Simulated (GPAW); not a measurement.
# Polarising bismuthene monolayer with a field along the normal

The dipole of the cell at several fields, atoms fixed. What does the strongest field give, and what length does the slope stand for?

Set-up. GPAW 26.7.0, plane waves (400 eV), PAW setups, PBE, 9×9 mesh, a dipole layer in the vacuum; geometry relaxed without an applied field with GPAW. The cell's area is 16.26 Å², and e/ε0 = 180.95 V Å.

Results, with one row withheld:

```tsv
field (V/Å)	dipole (e Å)
−0.2	−0.0856
−0.1	−0.0428
−0.05	−0.0214
0.05	0.0214
0.1	0.0428
0.2	0.0856
0.3	?
```

Q: What is the dipole at 0.3 V/Å?

**Working.** A line through the 6 points has the slope α = 0.428 e Å per V/Å and the intercept p₀ = 0.0000 e Å (r.m.s. residual 3.3e−18). At 0.3 V/Å it gives p = 0.0000 + 0.428 × 0.3 = 0.1284 e Å; the run gives 0.1285 e Å, so the response stays linear to 0.1 % of the induced part. Dividing by ε0 and the area: α/(ε0 A) = 0.428 × 180.95 / 16.26 = 4.76 Å, against 1.73 Å between the outer nuclei.

**Limits.** This is the electronic response alone; ions that move would add to it in polar layers. No run was spin-polarised, so magnetic states weren't tested. Spin-orbit coupling is left out, which matters for the heavier atoms here.

[Logs are printed without paths, hosts, clocks, repeated set-up lines and the standing remarks that a program may print on its own settings, such as how far it seeks lower states.]
